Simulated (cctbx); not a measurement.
# Accept or mend?

Cell a = 6.9470 Å, b = 9.3860 Å, c = 6.4520 Å, α = 90.00°, β = 90.00°, γ = 90.00°; space group Pnma (no. 62).

The data are simulated with cctbx, not measured: Mo Kα, λ = 0.71073 Å, to d = 0.65 Å, 80 % of the full sphere, strongest reflection 70000 counts, noise from counting, a 6 % proportional error and a noise floor of 8 counts (s.d.); no absorption.

An anisotropic refinement with weights 1/σ² prints:

```text
Rint 0.045, 847 unique reflections to 0.65 A
cycle     R1     wR2    GooF  max shift (A)
   1  0.0254  0.0825   2.413   0.00023
   2  0.0141  0.0381   1.115   0.00000
final R1 0.0141 wR2 0.0381 GooF 1.115  parameters 27  data/parameter 31.4
atom        x        y        z      Ueq    occ   su(xyz)  su(Uiso or U11)
Mo1    0.00000  0.50000  0.50000   0.0032  1.000  0.00000  0.0001
Y1     0.56849  0.75000  0.48701   0.0034  1.000  0.00002  0.0001
S1     0.06026  0.25000  0.37115   0.0055  1.000  0.00006  0.0002
P1     0.80180  0.56679  0.17724   0.0021  1.000  0.00004  0.0001
difference map: max 0.60 min -0.62 rms 0.16
Q1    0.2046  0.0702  0.7828    8    0.61  0.26 A from P1
Q2    0.1777  0.0591  0.9061    8    0.56  0.56 A from P1
Q3    0.1204  0.0814  0.8289    8    0.55  0.56 A from P1
Q4    0.0949  0.7500  0.3303    4    0.55  2.06 A from Y1
Q5    0.0628  0.2500  0.0371    4    0.53  0.97 A from Y1
Q6    0.1700  0.0031  0.8019    8    0.52  0.64 A from P1
```

Q: Accept it or mend it, and why?

Mend it. The fault: wrong element: P1 is S. Against the right model at the same level, R1 goes from 0.0123 to 0.0141 and GooF from 0.92 to 1.11 and U of P1 shrinks from 0.0044 to 0.0021 Å². P1 has 1 electron too few and its U shrinks to make up, as expected (near an absorption edge f′ can widen the mismatch well beyond the difference in Z). The signs are weak, and the output alone doesn't single this fault out.

The compound is YMoS3. The right model at the same level gives:

```text
Rint 0.045, 847 unique reflections to 0.65 A
cycle     R1     wR2    GooF  max shift (A)
   1  0.0124  0.0319   0.934   0.00004
   2  0.0123  0.0314   0.917   0.00000
final R1 0.0123 wR2 0.0314 GooF 0.917  parameters 27  data/parameter 31.4
atom        x        y        z      Ueq    occ   su(xyz)  su(Uiso or U11)
Mo1    0.00000  0.50000  0.50000   0.0029  1.000  0.00000  0.0001
Y1     0.56850  0.75000  0.48701   0.0031  1.000  0.00002  0.0001
S1     0.06028  0.25000  0.37113   0.0052  1.000  0.00005  0.0001
S2     0.80180  0.56680  0.17724   0.0044  1.000  0.00004  0.0001
difference map: max 0.55 min -0.60 rms 0.14
Q1    0.0949  0.7500  0.3291    4    0.57  2.05 A from Y1
Q2    0.0671  0.2500  0.0412    4    0.55  1.00 A from Y1
Q3    0.0842  0.1269  0.6931    8    0.48  1.28 A from S2
Q4    0.0685  0.6248  0.0460    8    0.47  1.19 A from Y1
Q5    0.1400  0.2500  0.8673    4    0.47  1.64 A from Y1
Q6    0.1457  0.9975  0.4683    8    0.47  1.03 A from Mo1
```

Isotropic U is held between 0.0001 and 1 Å² by the program, and listed peak heights are interpolated, so they can pass the grid's maximum.

The model is made up (kin elements in a known structure type, no relaxation), so it says nothing on whether the phase exists.

[Middle refinement cycles are left out of these outputs.]

[Logs are printed without paths, hosts, clocks, repeated set-up lines and the standing remarks that a program may print on its own settings, such as how far it seeks lower states.]
